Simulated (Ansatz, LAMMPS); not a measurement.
# Force difference against the radius of support functions in ionic liquid BMIM+ Br- with water at 350 K (148 atoms)

Density of this cell: 1.26 g/cm³. The cell holds 148 atoms: 40 C, 10 N, 87 H, 6 O and 5 Br. Its edges and angles: a = 11.675 Å, b = 11.675 Å, c = 11.675 Å, α = 90.0°, β = 90.0°, γ = 90.0°. 5 BMIM+, 5 Br-, 6 H2O placed at random, at 1.26 g/cm³; overlaps pushed apart, then 10 ps at 700 K with Joung-Cheatham ions (J. Phys. Chem. B 112, 9020 (2008)); MMFF94 bonds, angles, torsions, charges and radii (Halgren, J. Comput. Chem. 17, 490 (1996)) in harmonic and 12-6 forms; SPC/E water (Berendsen, Grigera and Straatsma, J. Phys. Chem. 91, 6269 (1987)); charges of ions scaled by 0.8. Snapshot after 30 ps at 350 K and fixed volume.

Calculated with Ansatz 0.2.0: Kohn-Sham DFT, PBE+D3(BJ), PAW (set soft_2), localised support functions (medium), with the radius typed; the reference is Kohn-Sham DFT, PBE+D3(BJ), PAW (set soft_2), plane waves, cutoff 750 eV, Γ point, fixed occupations, with an r.m.s. force component of 0.913 eV/Å.

| radius (Å) | r.m.s. force difference (meV/Å) | time |
| --- | --- | --- |
| 3.34 | 0.982 | 40 s |
| 3.61 | 0.914 | 44 s |
| 3.85 | 0.876 | 57 s |
| 4.13 | 0.859 | 75 s |
| 4.65 | ? | ? |
| 5.16 | 0.836 | 2.5 min |

**Question.** Fit a power law of the radius to the rows given and interpolate to the withheld row.

Worked fit:

A power law y = A x^b is a line in u = ln x and v = ln y.

```
u = ln x    v = ln y
 1.20597  -0.0181640
 1.28371  -0.0899247
 1.34807   -0.132389
 1.41828   -0.151986
 1.64094   -0.179127
```

With n = 5: mean u = 1.37939, mean v = -0.114318, Σ(u − ū)² = 0.11013, Σ(u − ū)(v − v̄) = -0.036858. Slope b = -0.036858 / 0.11013 = -0.33468; intercept a = v̄ − b ū = 0.34734.

At the withheld row u = 1.537, v = a + b u = -0.1670, and y = exp(v).

Prediction at 4.65: 0.8462 meV/Å. The run gave 0.841 meV/Å, so the fit is high by 0.0052 meV/Å (0.62 % of the value).

The fitted exponent is -0.33. Between neighbouring rows, the withheld one included, the exponents are -0.92, -0.66, -0.28, -0.18 and -0.057, so one power law doesn't hold over the range: the values level off at a floor. Among the rows given, the largest relative miss of the fit is at 3.34, by 0.037 meV/Å (3.7 %).

Limits: The difference holds the reference's own basis error, which sets a floor under it.

[Logs are printed without paths, hosts, clocks, repeated set-up lines and the standing remarks that a program may print on its own settings, such as how far it seeks lower states.]

[Hosts, paths, dates, database ids (printed as entryN), source tags and the programs' standing remarks are cut or masked in the printed files.]

[The MMFF94 radii named for the starting cell were scaled by 0.96; in molecules described by MMFF94, hydrogen bound to N, O or S took a small fixed 12-6 site in their place.]
